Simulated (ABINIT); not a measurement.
# Au2S (Pn-3m): one start, several treatments of the self-energy

How much does the gap of Au2S (Pn-3m) depend on the approximation to the self-energy?

Main program and level: ABINIT 10.8.3; LDA and many-body steps on it, plane waves.

**1. The starting structure**

Symmetry: Pn-3m, No. 224, cubic system. Conventional cell: a = 5.274 Å, b = 5.274 Å, c = 5.274 Å, α = 90.00°, β = 90.00°, γ = 90.00°. Nearest to S lie 4 Au at 2.28 Å. Nearest to Au lie 2 S at 2.28 Å. Farther neighbours and most contacts between anions are not listed.

The cell and positions are those that the Materials Project relaxed with its own functionals (PBE, PBE+U or r2SCAN), kept fixed. Spin-orbit coupling is left out unless a step names it.

**2. Empty states on the mesh, 2×2×2 mesh, 529 bands**

This step: ABINIT 10.8.3; DFT, LDA, plane waves, norm-conserving pseudopotentials.

The sums over transitions need many empty states on a uniform mesh; this step solves for them.

Input file run.abi:

```
acell 3*1.0 Angstrom
rprim 
  5.273982180000 0.000000000000 0.000000000000
  0.000000000000 5.273982180000 0.000000000000
  0.000000000000 0.000000000000 5.273982180000
ntypat 2
znucl 16 79
natom 6
typat 1 1 2 2 2 2
xred 
  -0.000000000000 0.000000000000 -0.000000000000
  0.500000000000 0.500000000000 0.500000000000
  0.250000000000 0.250000000000 0.750000000000
  0.750000000000 0.250000000000 0.250000000000
  0.250000000000 0.750000000000 0.250000000000
  0.750000000000 0.750000000000 0.750000000000
pp_dirpath "pseudos"
pseudos "S.upf, Au.upf"
ecut 28
ngkpt 2 2 2
nshiftk 1
shiftk 0 0 0
kptopt 1
chksymbreak 0
iscf -2
irdden 1
istwfk *1
nband 529
nbdbuf 48
tolwfr 1e-09
nstep 60
prtvol 0
indata_prefix "in"
outdata_prefix "out"
tmpdata_prefix "tmp"
```

Launch:

```console
$ OMP_NUM_THREADS=1 mpirun -n 8 abinit run.abi > log
```

Numbers of over 12 decimals in the logs are rounded to 6 here.

Log:

```text
.Version 10.8.3 of ABINIT. v10.8.2 released Aug 2026.

 Symmetries : space group Pn -3 m (#224); Bravais cP (primitive cubic)
[... echo of the input left out ...]
== DATASET  1 ==================================================================
-   mpi_nproc: 8, omp_nthreads: 1 (-1 if OMP is not activated)
-    --> not optimal distribution: autoparal keyword recommended in input file <--

--- !DatasetInfo
iteration_state: {dtset: 1, }
dimensions: {natom: 6, nkpt: 4, mband: 529, nsppol: 1, nspinor: 1, nspden: 1, mpw: 7088, }
cutoff_energies: {ecut:  28.0, pawecutdg:  -1.0, }
[...]
4.49459    4.50566    4.50569    4.52167    4.52170    4.52174    4.53945    4.53963
   4.56077    4.56116    4.56172    4.56218    4.56277    4.56366    4.60380    4.61018
   4.61585
 prteigrs : prtvol=0 or 1, do not print more k-points.

== END DATASET(S) ==============================================================
================================================================================

 -outvars: echo values of variables after computation  --------
            nband         529
             nkpt           4
          spgroup         224
 [... the other variables as echoed above ...]

 Calculation completed.
```

It took 17 min on 8 MPI ranks of Arm Neoverse N1, shared host; peak memory 0.86 GiB.

This step gave:

| Item | Value |
| --- | --- |
| gap | 1.989 eV |
| k of the valence top | 0, 0, 0 |
| k of the conduction bottom | 0, 0, 0 |
| least direct gap | 1.989 eV |
| k points computed | 4 |
| lowest point of the top converged band, above the valence top | 111.0491 eV |

On this mesh the gap is 1.989 eV.

The density comes from a self-consistent run that is not shown.

**3. Screening, 2×2×2 mesh, 222 bands, screening to 141.5 eV**

The RPA dielectric matrix is built and inverted for each q.

This step: RPA screening on LDA, plane waves, norm-conserving pseudopotentials.

run.abi: that of step 2 with these lines changed.

```diff
@@ -24,10 +24,11 @@
 chksymbreak 0
-iscf -2
-irdden 1
 istwfk *1
-nband 529
-nbdbuf 48
-tolwfr 1e-09
-nstep 60
-prtvol 0
+occopt 1
+irdwfk 1
+optdriver 3
+nband 222
+ecuteps 5.2
+inclvkb 2
+awtr 1
+symchi 1
 indata_prefix "in"
```

Log:

```text
.Version 10.8.3 of ABINIT. v10.8.2 released Aug 2026.

 Symmetries : space group Pn -3 m (#224); Bravais cP (primitive cubic)
[... echo of the input left out ...]
== DATASET  1 ==================================================================
-   mpi_nproc: 8, omp_nthreads: 1 (-1 if OMP is not activated)

--- !DatasetInfo
iteration_state: {dtset: 1, }
dimensions: {natom: 6, nkpt: 4, mband: 222, nsppol: 1, nspinor: 1, nspden: 1, mpw: 7088, }
cutoff_energies: {ecut:  28.0, pawecutdg:  -1.0, }
electrons: {nelect:   8.80000000E+01, charge:   0.00000000E+00, occopt:   1.00000000E+00, tsmear:   1.00000000E-02, }

 SCREENING: Calculation of the susceptibility and dielectric matrices

 Based on a program developped by R.W. Godby, V. Olevano, G. Onida, and L. Reining.
 Incorporated in ABINIT by V. Olevano, G.-M. Rignanese, and M. Torrent.
.Using double precision arithmetic ; gwpc =  8

[... cell and pseudopotentials left out ...]
--------------------------------------------------------------------------------

 ==== K-mesh for the wavefunctions ====
 Number of points in the irreducible wedge :     4
[... list of points left out ...]
 Together with 48 symmetry operations and time-reversal symmetry
 yields     8 points in the full Brillouin Zone.

 ==== Q-mesh for the screening function ====
 Number of points in the irreducible wedge :     4
[... list of points left out ...]
 Together with 48 symmetry operations and time-reversal symmetry
 yields     8 points in the full Brillouin Zone.

 setmesh: FFT mesh size selected  =    36x   36x   36
          total number of points  =        46656

 vcoul_init : cutoff-mode = AUXILIARY_FUNCTION
 q-points for optical limit:   1
     1)      0.000010    0.000020    0.000030

- screening: taking advantage of time-reversal symmetry
- Maximum band index for partially occupied states nbvw = 44
- Remaining bands to be divided among processors   nbcw = 178
- Number of bands treated by each node ~22

 Number of electrons calculated from density =   88.0000; Expected =   88.0000
 average of density, n =  0.088894
 r_s =    1.3900
 omega_plasma =   28.7601 [eV]

 calculating chi0 at frequencies [eV] :
  1    0.000000E+00    0.000000E+00
  2    0.000000E+00    2.876012E+01

--------------------------------------------------------------------------------
  q-point number  1        q = ( 0.000000, 0.000000, 0.000000) [r.l.u.]
--------------------------------------------------------------------------------
[... chi0 elements left out ...]
 For q-point:  0.000010 0.000020 0.000030
  dielectric constant =  10.9046
  dielectric constant without local fields =  12.5374

  Average fulfillment of the sum rule on Im[epsilon] for q-point    1 :     65.87  [%]
[... wings left out ...]
  q-point number  2        q = ( 0.500000, 0.000000, 0.000000) [r.l.u.]
--------------------------------------------------------------------------------
[... chi0 elements left out ...]
  Average fulfillment of the sum rule on Im[epsilon] for q-point    2 :     72.96  [%]

 [... 2 further q-points ...]
```

It took 2.5 min on 8 MPI ranks; peak memory 3.1 GiB.

Numbers from this step:

```
ε∞ with local fields, on this mesh, along the program's q direction : 10.90
the same without local fields                                       : 12.54
plasma frequency                                                    : 28.76 eV
plane waves in the screening matrix                                 : 587
```

Local fields lower ε∞ by 13 %. On a Γ-centred mesh this coarse the value itself is usually too large, while a short band sum pulls it down.

**4. G0W0, Godby-Needs plasmon pole**

The self-energy is evaluated for the states that the input lists, and the levels follow from it, in one-shot runs by the linearised quasiparticle equation.

This step: G0W0 on LDA, plane waves, norm-conserving pseudopotentials.

run.abi: that of step 3 with these lines changed.

```diff
@@ -27,8 +27,15 @@
 irdwfk 1
-optdriver 3
+optdriver 4
 nband 222
+gwcalctyp 0
+ecutsigx 28
+symsigma 1
+nkptgw 1
+kptgw 
+  0.0000000000 0.0000000000 0.0000000000
+bdgw 
+  42 46
 ecuteps 5.2
-inclvkb 2
-awtr 1
-symchi 1
+irdscr 1
+ppmodel 1
 indata_prefix "in"
```

Log:

```text
.Version 10.8.3 of ABINIT. v10.8.2 released Aug 2026.

 Symmetries : space group Pn -3 m (#224); Bravais cP (primitive cubic)
[... echo of the input left out ...]
== DATASET  1 ==================================================================
-   mpi_nproc: 8, omp_nthreads: 1 (-1 if OMP is not activated)

--- !DatasetInfo
iteration_state: {dtset: 1, }
dimensions: {natom: 6, nkpt: 4, mband: 222, nsppol: 1, nspinor: 1, nspden: 1, mpw: 7088, }
cutoff_energies: {ecut:  28.0, pawecutdg:  -1.0, }
electrons: {nelect:   8.80000000E+01, charge:   0.00000000E+00, occopt:   1.00000000E+00, tsmear:   1.00000000E-02, }

 SIGMA: Calculation of the GW corrections

 Based on a program developped by R.W. Godby, V. Olevano, G. Onida, and L. Reining.
 Incorporated in ABINIT by V. Olevano, G.-M. Rignanese, and M. Torrent.
.Using double precision arithmetic ; gwpc =  8

[... cell and pseudopotentials left out ...]
--------------------------------------------------------------------------------

 ==== K-mesh for the wavefunctions ====
 Number of points in the irreducible wedge :     4
[... list of points left out ...]
 Together with 48 symmetry operations and time-reversal symmetry
 yields     8 points in the full Brillouin Zone.

 ==== Q-mesh for screening function ====
 Number of points in the irreducible wedge :     4
[... list of points left out ...]
 Together with 48 symmetry operations and time-reversal symmetry
 yields     8 points in the full Brillouin Zone.

 vcoul_init : cutoff-mode = AUXILIARY_FUNCTION
 q-points for optical limit:   1
     1)      0.000010    0.000020    0.000030
 setmesh: FFT mesh size selected  =    48x   48x   48
          total number of points  =       110592

 Number of electrons calculated from density =   88.0000; Expected =   88.0000
 average of density, n =  0.088894
 r_s =    1.3900
 omega_plasma =   28.7601 [eV]

 === KS Band Gaps ===
  >>>> For spin  1
   Minimum direct gap =   1.9888 [eV], located at k-point      :   0.0000  0.0000  0.0000
   Fundamental gap    =   1.9888 [eV], Top of valence bands at :   0.0000  0.0000  0.0000
                                       Bottom of conduction at :   0.0000  0.0000  0.0000
 SIGMA fundamental parameters:
 PLASMON POLE MODEL  1
 number of plane-waves for SigmaX                 6979
 number of plane-waves for SigmaC and W            587
 number of plane-waves for wavefunctions          6979
 number of bands                                   222
 number of independent spin polarizations            1
 number of spinorial components                      1
 number of k-points in IBZ                           4
 number of q-points in IBZ                           4
 number of symmetry operations                      48
 number of k-points in BZ                            8
 number of q-points in BZ                            8
 number of frequencies for dSigma/dE                 9
 frequency step for dSigma/dE [eV]                0.25
 number of omega for Sigma on real axis              0
 max omega for Sigma on real axis  [eV]           0.00
 zcut for avoiding poles [eV]                     0.10

 EPSILON^-1 parameters (SCR file):
 dimension of the eps^-1 matrix on file            587
 dimension of the eps^-1 matrix used               587
 number of plane-waves for wavefunctions          6979
 number of bands                                   222
 number of q-points in IBZ                           4
 number of frequencies                               2
 number of real frequencies                          1
 number of imag frequencies                          1

 matrix elements of self-energy operator (all in [eV])

 Perturbative Calculation

--- !SelfEnergy_ee
iteration_state: {dtset: 1, }
kpoint     : [   0.000,    0.000,    0.000, ]
spin       : 1
KS_gap     :    1.989
QP_gap     :    2.516
Delta_QP_KS:    0.527
data: !SigmaeeData |
     Band     E0 <VxcDFT>   SigX SigC(E0)      Z dSigC/dE  Sig(E)    E-E0       E
       42   4.579 -18.163 -21.080   2.838   0.804  -0.244 -18.227  -0.064   4.515
       43   4.579 -18.163 -21.080   2.838   0.804  -0.244 -18.227  -0.064   4.515
       44   4.579 -18.163 -21.080   2.838   0.804  -0.244 -18.227  -0.064   4.515
       45   6.568  -9.303  -5.538  -3.209   0.832  -0.203  -8.840   0.463   7.031
       46   6.568  -9.303  -5.538  -3.209   0.832  -0.203  -8.840   0.463   7.031

== END DATASET(S) ==============================================================
================================================================================

 -outvars: echo values of variables after computation  --------
           etotal      0.0000000000E+00
            nband         222
             nkpt           4
          spgroup         224
 [... the other variables as echoed above ...]

 Calculation completed.
```

It took 23 s on 8 MPI ranks; peak memory 2.3 GiB; 3.1 min of CPU time.

Numbers from this step:

- G0W0 gap on the points computed: 2.516 eV
- starting gap on the mesh: 1.989 eV
- k of the valence top: 0, 0, 0
- k of the conduction bottom: 0, 0, 0
- Z at the valence top: 0.804
- Z at the conduction bottom: 0.832
- least direct G0W0 gap on the computed points: 2.516 eV

The gap on the mesh goes from 1.99 eV to 2.52 eV, a correction of +0.53 eV.

**5. G0W0, von der Linden-Horsch plasmon pole**

run.abi: that of step 4 with these lines changed.

```diff
@@ -39,3 +39,3 @@
 irdscr 1
-ppmodel 1
+ppmodel 3
 indata_prefix "in"
```

Log:

```text
.Version 10.8.3 of ABINIT. v10.8.2 released Aug 2026.

 Symmetries : space group Pn -3 m (#224); Bravais cP (primitive cubic)
[... echo of the input left out ...]
== DATASET  1 ==================================================================
-   mpi_nproc: 8, omp_nthreads: 1 (-1 if OMP is not activated)

--- !DatasetInfo
iteration_state: {dtset: 1, }
dimensions: {natom: 6, nkpt: 4, mband: 222, nsppol: 1, nspinor: 1, nspden: 1, mpw: 7088, }
cutoff_energies: {ecut:  28.0, pawecutdg:  -1.0, }
electrons: {nelect:   8.80000000E+01, charge:   0.00000000E+00, occopt:   1.00000000E+00, tsmear:   1.00000000E-02, }

 SIGMA: Calculation of the GW corrections

 Based on a program developped by R.W. Godby, V. Olevano, G. Onida, and L. Reining.
 Incorporated in ABINIT by V. Olevano, G.-M. Rignanese, and M. Torrent.
.Using double precision arithmetic ; gwpc =  8

[... cell and pseudopotentials left out ...]
--------------------------------------------------------------------------------

 ==== K-mesh for the wavefunctions ====
 Number of points in the irreducible wedge :     4
[... list of points left out ...]
 Together with 48 symmetry operations and time-reversal symmetry
 yields     8 points in the full Brillouin Zone.

 ==== Q-mesh for screening function ====
 Number of points in the irreducible wedge :     4
[... list of points left out ...]
 Together with 48 symmetry operations and time-reversal symmetry
 yields     8 points in the full Brillouin Zone.

 vcoul_init : cutoff-mode = AUXILIARY_FUNCTION
 q-points for optical limit:   1
     1)      0.000010    0.000020    0.000030
 setmesh: FFT mesh size selected  =    48x   48x   48
          total number of points  =       110592

 Number of electrons calculated from density =   88.0000; Expected =   88.0000
[...]
number of q-points in IBZ                           4
 number of symmetry operations                      48
 number of k-points in BZ                            8
 number of q-points in BZ                            8
 number of frequencies for dSigma/dE                 9
 frequency step for dSigma/dE [eV]                0.25
 number of omega for Sigma on real axis              0
 max omega for Sigma on real axis  [eV]           0.00
 zcut for avoiding poles [eV]                     0.10

 EPSILON^-1 parameters (SCR file):
 dimension of the eps^-1 matrix on file            587
 dimension of the eps^-1 matrix used               587
 number of plane-waves for wavefunctions          6979
 number of bands                                   222
 number of q-points in IBZ                           4
 number of frequencies                               2
 number of real frequencies                          1
 number of imag frequencies                          1

 matrix elements of self-energy operator (all in [eV])

 Perturbative Calculation

--- !SelfEnergy_ee
iteration_state: {dtset: 1, }
kpoint     : [   0.000,    0.000,    0.000, ]
spin       : 1
KS_gap     :    1.989
QP_gap     :    2.405
Delta_QP_KS:    0.416
data: !SigmaeeData |
     Band     E0 <VxcDFT>   SigX SigC(E0)      Z dSigC/dE  Sig(E)    E-E0       E
       42   4.579 -18.163 -21.080   2.542   0.867  -0.154 -18.489  -0.326   4.254
       43   4.579 -18.163 -21.080   2.542   0.867  -0.154 -18.489  -0.326   4.254
       44   4.579 -18.163 -21.080   2.542   0.867  -0.154 -18.489  -0.326   4.254
       45   6.568  -9.303  -5.538  -3.663   0.887  -0.127  -9.213   0.091   6.659
       46   6.568  -9.303  -5.538  -3.663   0.887  -0.127  -9.213   0.091   6.659

== END DATASET(S) ==============================================================
================================================================================

 -outvars: echo values of variables after computation  --------
           etotal      0.0000000000E+00
            nband         222
             nkpt           4
          spgroup         224
 [... the other variables as echoed above ...]

 Calculation completed.
```

Elapsed: 23 s, on 8 MPI ranks; peak memory 1.9 GiB; 3 min of CPU time.

Numbers from this step:

```
G0W0 gap on the points computed              : 2.405 eV
starting gap on the mesh                     : 1.989 eV
k of the valence top                         : 0, 0, 0
k of the conduction bottom                   : 0, 0, 0
Z at the valence top                         : 0.867
Z at the conduction bottom                   : 0.887
least direct G0W0 gap on the computed points : 2.405 eV
```

Against G0W0 in ABINIT (2×2×2 mesh, 222 bands, screening to 141.5 eV, Godby-Needs plasmon pole), the gap moves by −0.111 eV.

[end of part 1 of 2]

[Paths, hosts, dates, memory and timing lines, banners, echoed tables and standing remarks are left out of the program output.]

[Logs are printed without paths, hosts, clocks, repeated set-up lines and the standing remarks that a program may print on its own settings, such as how far it seeks lower states.]

[Runs of the session that timed out or met a known fault of the program may be left out.]

[No measured gap is set beside runs whose start may be inverted or whose files or cutoffs have a known fault.]

[Hosts, paths, dates, database ids (printed as entryN), source tags and the programs' standing remarks are cut or masked in the printed files.]

[G0W0 gaps are taken among the corrected bands and points alone; a level outside them can change the order at an edge.]

[Where Ansatz stands beside ABINIT at settings called matched, ABINIT's density can come from a denser mesh and the files from another edition; pairs whose starting gaps differed by over 0.03 eV were left out, so agreement reads better than it is.]
